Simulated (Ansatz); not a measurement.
# Moving the knobs of a GW run on TeAs2S2 (tetradymite) (R-3m)

Aim: change settings of a G0W0 run on TeAs2S2 (tetradymite) (R-3m) and see what moves.

Method: G0W0 on PBE, plane waves, PAW, in Ansatz 0.2.0.

The structure was built from a prototype and need not be the compound's stable phase.

## Step 1: Starting point

Symmetry: R-3m, No. 166, trigonal system. The conventional cell has a = 3.759 Å, b = 3.759 Å, c = 27.076 Å, α = 90.00°, β = 90.00°, γ = 120.00°. Nearest to As lie 3 S at 2.52 Å and 3 Te at 2.93 Å. Nearest to S lie 3 As at 2.52 Å. Nearest to Te lie 6 As at 2.93 Å. Farther neighbours and most contacts between anions are not listed.

The structure was relaxed with PBE-D3(BJ). The structure type comes from a generator and need not be one that this composition takes. The runs that relaxed it are not among those shown. Spin-orbit coupling is left out unless a step names it. The default PAW set here is soft_2. Its files were made with PBE.

## Step 2: The base run: 4×4×4 mesh, 329 empty bands, screening to 120 eV

G0W0 replaces the xc potential by the self-energy, built once from these orbitals. Only a window of levels is corrected, while the sums run over the empty bands that the input names.

input.yaml

```yaml
crystal:
  lattice:
    - [1.8797108042, 1.0852515388, 9.0251901195]
    - [-1.8797108042, 1.0852515388, 9.0251901195]
    - [0.0, -2.1705030777, 9.0251901195]
  atoms:
    - { symbol: As, position: [0.4058369195, 0.4058369195, 0.4058369195] }
    - { symbol: As, position: [0.5941630805, 0.5941630805, 0.5941630805] }
    - { symbol: S, position: [0.2131932066, 0.2131932066, 0.2131932066] }
    - { symbol: S, position: [0.7868067934, 0.7868067934, 0.7868067934] }
    - { symbol: Te, position: [0.0, 0.0, 0.0] }
kpoints:
  mp_grid: { grid: [4, 4, 4] }
hamiltonian:
  xc: pbe
scf:
  occupations: { method: fixed }
gw:
  n_empty_bands: 329
  ecut_chi: 120
  qp_bands: [v2, c2]
  qp_kpoints: band_edges
  screening: { model: contour_deformation }
```

Launch:

```console
> ansatz run input.yaml --threads 3 --pin off --max-ram 64512MiB --backend cuda --events-out ev --progress --plain --runs-dir out --devices 1 --max-vram 24GiB  # rebuilt from the run's record
```

Numbers of over 12 decimals in the logs are rounded to 6 here.

Output:

```text
GPUs: using 1 of 1 available (devices: 1).
Engine: ansatz 0.2.0, x86_64-unknown-linux-gnu
Pseudopotentials: kind: paw
Pseudopotential: As, paw, valence charge 15, recommended cutoff 420 eV (normal), As.paw.azcp
Pseudopotential: S, paw, valence charge 6, recommended cutoff 420 eV (normal), S.paw.azcp
Pseudopotential: Te, paw, valence charge 16, recommended cutoff 420 eV (normal), Te.paw.azcp
Functional definition: PBE
  parameter kappa = 0.804
  parameter beta = 0.066725
  exchange = pbe_x(kappa = kappa, mu = beta*pi^2/3)
  correlation = pbe_c(beta = beta)
device memory: the entry about to start is reckoned to put 4.3 GiB on a device that reports 70.1 GiB free (of which the cap on the GPU budget leaves the run 24.0 GiB)
GPU FFT provider: cuFFT
GPU libraries: cuBLAS 13.8.2, cuFFT 12.4.0, cuSOLVER 12.3.4
Crystal: 5 atoms, lattice volume = 110.466 Å³
Basis set: ecut = 420 eV, 2167 PW (Γ)
Bands: 35, of which v1, the nominal top of the filled ones, is band 29 counted from 1 (28 counted from 0)
Symmetry: 12 space group operations
Space group: R-3m (ITA 166), of the structure as read, at distance tolerance 4.8e-5 Å
k-points: 13 of 64
Non-local potential: As, projectors of the file, l = 0: 2, l = 1: 2, l = 2: 3, l = 3: 1
Non-local potential: S, projectors of the file, l = 0: 2, l = 1: 2, l = 2: 2
Non-local potential: Te, projectors of the file, l = 0: 2, l = 1: 2, l = 2: 2, l = 3: 2
PAW form: soft (Blöchl's): semilocal exchange-correlation on the pseudo side does not see the compensation charge
PAW one-centre angular grid: As, 590 points (default); XC on 64 Gauss nodes
PAW one-centre angular grid: S, 110 points (default); XC on 64 Gauss nodes
PAW one-centre angular grid: Te, 590 points (default); XC on 64 Gauss nodes
Initial density: superposition of atomic densities (neutral atoms: chi_scale 0, normalization atom), corrected by the library's trained network
Initial wavefunctions: pseudopotential atomic-orbital guess
GPU buffer pool allocated for 262144 grid points (all kernels)
GPU transforms: local potential and band sums: pruned to the plane-wave sphere, on 64×64×64
Functional: x = pbe(κ = 0.804, μ = 0.219515), c = pbe(β = 0.066725)
SCF iter   1: F=—  HF=-18496.111636 eV  |F-HF|=—  |Δ(HF+E_count)|=         —  Δρ=2.98e-3  dr2=2.98e-2  ethr=1.77e-3  ⟨swp⟩=5.2  Hψ=1588  notcnv=0  defer=47
preconditioner: auto → Resta (q_TF=auto, 2.451 Å⁻¹)  ε∞=5.4  [insulator: Δε(μ)=0.851 eV  Ē_g=8.876 eV  n_scr=30 (ndim 8)  ℏωp=18.7 eV  f_vac=0.010  ε∞_Penn≈5.4]
SCF iter   2: F=—  HF=-18496.107671 eV  |F-HF|=—  |Δ(HF+E_count)|=   3.97e-3  Δρ=9.22e-4  dr2=2.61e-3  ethr=5.13e-5  ⟨swp⟩=2.6  Hψ=651  notcnv=0  defer=50
SCF iter   3: F=—  HF=-18496.107697 eV  |F-HF|=—  |Δ(HF+E_count)|=   2.63e-5  Δρ=5.83e-4  dr2=3.38e-4  ethr=4.49e-6  ⟨swp⟩=2.0  Hψ=537  notcnv=0  defer=50
[...]
E_xc         = -476.207668
  E_vxc        = -436.346782  (∫ρ·V_xc dr)
  E_paw        = -9530.966620  (= ΣΔE_a)
  E_vpaw       = 77.687271  (= ΣTr[D̂ρ^β])
  E_aug_tail   = -0.000163  (compensation charges beyond the density's cutoff)
  E_ewald      = -4826.150587
  E_smearing   = -0.000000  (= −TS)
  E_closure    = -0.000000  (closes the sum)
  Σ components = -18496.107948   (vs F -18496.107948, Δ=0.00e0)
--- Band table (eV; the first three rows and the last of 13) ---
  k-point 0: bands = [... 25 lower, 6.9049, 8.7979, 8.7979, 8.9219, 9.8910, 9.8910, 9.9576, 11.7138, ... 2 higher]
  k-point 1: bands = [... 25 lower, 7.1655, 7.9655, 8.4703, 8.6890, 10.1957, 10.7709, 10.8120, 12.2387, ... 2 higher]
  k-point 2: bands = [... 25 lower, 5.7897, 6.6986, 8.1983, 8.4540, 9.7767, 10.6570, 12.0516, 12.3979, ... 2 higher]
  k-point 12: bands = [... 25 lower, 7.5127, 8.6862, 8.6862, 8.9024, 9.9292, 10.2108, 10.2108, 11.4057, ... 2 higher]
--- G₀W₀: contour deformation, 7 samples at zero and on the imaginary axis and 1 off it, 64 q-points, 329 empty bands' worth ---
  eigenvalues of the whole cell's RPA ε∞ on this k-mesh (on a slab, of 1 + 4πα/V) = 19.8786, 42.9618, 42.9618; static W/v taken at q = 0 is -0.001414
  bands read: the sum over 358 bands ends inside a degenerate multiplet in 1 slot, whose members it reads at an even weight; the widest, k=7: bands 358 to 359 (counted from 1) at 1/2 each
  gw.qp_kpoints: band_edges: 10 of 13 stored k-points solved, in 1 pass; an edge of the gap read off the rows below is read off those points alone
    valence top: of the k-points left out ik 4 came nearest to being solved in a further pass, in band 29 (counted from 1, as in the quasiparticle table): it holds the edge there only if its correction is more favourable than any solved in that band by at least 0.512 eV; those differ by 0.182 eV
    conduction bottom: of the k-points left out ik 3 came nearest to being solved in a further pass, in band 30 (counted from 1, as in the quasiparticle table): it holds the edge there only if its correction is more favourable than any solved in that band by at least 0.615 eV; those differ by 0.058 eV
    ik  band        ε_KS         Σx   Σc(E_QP)       V_xc       Z   E_QP_lin       E_QP  E_QP is
     0    28      8.7979   -15.5907     0.7779   -14.5059  0.7460     8.4895     8.4910  root
     0    29      8.9219   -16.7744     1.0450   -15.5876  0.7224     8.7796     8.7800  root
     0    30      9.8910   -11.0003    -3.0915   -14.0937  0.7444     9.8929     9.8929  root
     0    31      9.8910   -11.0003    -3.0915   -14.0937  0.7444     9.8929     9.8929  root
     1    28      8.4703   -16.0883     1.1757   -14.6074  0.7385     8.1632     8.1651  root
     1    29      8.6890   -16.1531     0.7187   -15.2488  0.7340     8.5027     8.5033  root
     1    30     10.1957   -10.6614    -3.5003   -14.1826  0.7440    10.2166    10.2166  root
     1    31     10.7709   -11.3089    -3.5425   -14.8982  0.7367    10.8176    10.8176  root
[...]
12    28      8.6862   -15.5008     0.8397   -14.3598  0.7437     8.3832     8.3849  root
    12    29      8.9024   -17.5537     1.3791   -16.0170  0.7192     8.7443     8.7448  root
    12    30      9.9292   -10.7251    -3.7419   -14.4967  0.7533     9.9589     9.9589  root
    12    31     10.2108   -11.1146    -3.3024   -14.4310  0.7367    10.2248    10.2248  root
[key lines of the parts left out:]
SCF converged after 7 iterations
Free energy (F): -18496.107948 eV
Fermi energy:    8.952577 eV
```

Wall time 19 s (1 × NVIDIA H100 80GB HBM3 (shared by 3 runs) with 3 threads of AMD EPYC 7R13 (Zen 3), shared host); peak memory 1.6 GiB.

Numbers from this step:

```yaml
bands_summed: 358
rpa_eps_infinity_on_this_mesh_eigenvalues: 19.88, 42.96, 42.96
plane_waves_in_the_screening_matrix: 341
q_points_in_the_mesh: 64
g0w0_gap_on_the_mesh: 0.9865 eV
k_of_the_valence_top: 0.25, 0.25, -0.5
k_of_the_conduction_bottom: 0, 0, -0.5
starting_gap_on_the_mesh: 0.8241 eV
z_at_the_valence_top: 0.7344
z_at_the_conduction_bottom: 0.7556
least_direct_g0w0_gap_on_the_computed_points: 1.113 eV
```

The gap on the mesh goes from 0.82 eV to 0.99 eV, a correction of +0.16 eV. Between the two edge states, bare exchange in place of the xc potential would open the gap by 4.10 eV, and correlation takes back 3.93 eV.

## Step 3: Variant: plasmon pole at a typed frequency

Changes to input.yaml since step 2:

```diff
@@ -18,6 +18,7 @@
 gw:
-  n_empty_bands: 329
-  ecut_chi: 120
+  n_empty_bands: 250
+  ecut_chi: 100
   qp_bands: [v2, c2]
   qp_kpoints: band_edges
-  screening: { model: contour_deformation }
+  screening: { model: godby_needs }
+  plasmon_pole_fit_frequency: 40
```

Output:

```text
GPUs: using 1 of 1 available (devices: 1).
[...]
GPU FFT provider: cuFFT
GPU libraries: cuBLAS 13.8.2, cuFFT 12.4.0, cuSOLVER 12.3.4
Crystal: 5 atoms, lattice volume = 110.466 Å³
Basis set: ecut = 420 eV, 2167 PW (Γ)
Bands: 35, of which v1, the nominal top of the filled ones, is band 29 counted from 1 (28 counted from 0)
[... 1 set-up line as in the run before ...]
[...]
k-points: 13 of 64
[...]
GPU buffer pool allocated for 262144 grid points (all kernels)
[...]
SCF iter   1: F=—  HF=-18496.111636 eV  |F-HF|=—  |Δ(HF+E_count)|=         —  Δρ=2.98e-3  dr2=2.98e-2  ethr=1.77e-3  ⟨swp⟩=5.2  Hψ=1588  notcnv=0  defer=47
[...]
SCF iter   7: F=-18496.107948 eV  HF=-18496.107948 eV  |F-HF|=3.64e-8  |Δ(HF+E_count)|=   3.86e-7  Δρ=4.27e-6  dr2=3.39e-8  ethr=1.72e-10  ⟨swp⟩=9.2  Hψ=1842  notcnv=0
SCF 1 converged in 7 iterations: F = -18496.107948 eV  dr2 = 3.39e-8
[...]
NSCF: frozen V_eff on 13 k-points
[...]
G₀W₀ screening: q 1/13
[... further progress lines ...]
[...]
SCF converged after 7 iterations
Free energy (F): -18496.107948 eV
[...]
Internal energy: -18496.107948 eV  (E = F + TS)
E sigma→0 (E₀):  -18496.107948 eV
Fermi energy:    8.952577 eV
[...]
--- Band table (eV; the first three rows and the last of 13) ---
  k-point 0: bands = [... 25 lower, 6.9049, 8.7979, 8.7979, 8.9219, 9.8910, 9.8910, 9.9576, 11.7138, ... 2 higher]
  k-point 1: bands = [... 25 lower, 7.1655, 7.9655, 8.4703, 8.6890, 10.1957, 10.7709, 10.8120, 12.2387, ... 2 higher]
  k-point 2: bands = [... 25 lower, 5.7897, 6.6986, 8.1983, 8.4540, 9.7767, 10.6570, 12.0516, 12.3979, ... 2 higher]
  k-point 12: bands = [... 25 lower, 7.5127, 8.6862, 8.6862, 8.9024, 9.9292, 10.2108, 10.2108, 11.4057, ... 2 higher]
--- G₀W₀: ω_p = 40.0000 eV, 64 q-points, 250 empty bands' worth ---
[...]
GN-PPA: 2112298/4048159 pairs with Re ω̃² < 0 across q-mesh
[...]
0    28      8.7979   -15.5907     0.7725   -14.5059  0.7883     8.4852     8.4856  root
     0    29      8.9219   -16.7744     1.0875   -15.5876  0.7730     8.8225     8.8225  root
     0    30      9.8910   -11.0003    -3.0803   -14.0937  0.7861     9.9041     9.9041  root
     0    31      9.8910   -11.0003    -3.0803   -14.0937  0.7861     9.9041     9.9041  root
     1    28      8.4703   -16.0883     1.1633   -14.6074  0.7854     8.1523     8.1527  root
     1    29      8.6890   -16.1531     0.7434   -15.2488  0.7813     8.5280     8.5281  root
     1    30     10.1957   -10.6614    -3.4627   -14.1826  0.7871    10.2542    10.2542  root
     1    31     10.7709   -11.3089    -3.4905   -14.8982  0.7850    10.8696    10.8696  root
[...]
12    28      8.6862   -15.5008     0.8266   -14.3598  0.7877     8.3714     8.3718  root
    12    29      8.9024   -17.5537     1.4330   -16.0170  0.7716     8.7987     8.7988  root
    12    30      9.9292   -10.7251    -3.6928   -14.4967  0.7918    10.0080    10.0080  root
    12    31     10.2108   -11.1146    -3.2747   -14.4310  0.7836    10.2525    10.2525  root
```

The job ended after 32 s (1 × NVIDIA H100 80GB HBM3 (shared by 3 runs) with 3 threads; peak memory 1.7 GiB).

The G0W0 gap on the mesh is 0.964 eV.

Against the base:

| setting | base | variant |
| --- | --- | --- |
| empty bands | 329 | 250 |
| screening cutoff (eV) | 120 | 100 |
| frequency model | contour deformation | plasmon pole |
| plasmon pole fit frequency | - | 40 |

| quantity | variant | base |
| --- | --- | --- |
| starting gap on the mesh | 0.824 | 0.824 |
| G0W0 gap on the mesh | 0.964 | 0.986 |
| least direct G0W0 gap on the computed points | 1.082 | 1.113 |
| Z at the valence top | 0.780 | 0.734 |
| Z at the conduction bottom | 0.792 | 0.756 |

## Step 4: Summary of results

```json
{"base": "0.99 eV, 19 s", "plasmon pole at a typed frequency": "0.96 eV, 32 s"}
```

In words: Plasmon pole at a typed frequency: the gap moves by −0.02 eV. The variant differs from the base in empty bands, screening cutoff, frequency model and plasmon pole fit frequency together, so the change can't be laid to one of them. All runs here use a coarse mesh and modest cutoffs; they test settings and are not final values. The RPA ε∞ on this mesh reaches over 25; with a narrow direct gap a coarse mesh can overstate it, and the correction is then too small. The many-body steps are scalar-relativistic: spin-orbit coupling is not in them.

[Paths, hosts, dates, memory and timing lines, banners, echoed tables and standing remarks are left out of the program output.]

[Logs are printed without paths, hosts, clocks, repeated set-up lines and the standing remarks that a program may print on its own settings, such as how far it seeks lower states.]

[Runs of the session that timed out or met a known fault of the program may be left out.]

[Cells called generated may have been cut or substituted from an entry of the Crystallography Open Database or the Materials Project.]

[Hosts, paths, dates, database ids (printed as entryN), source tags and the programs' standing remarks are cut or masked in the printed files.]
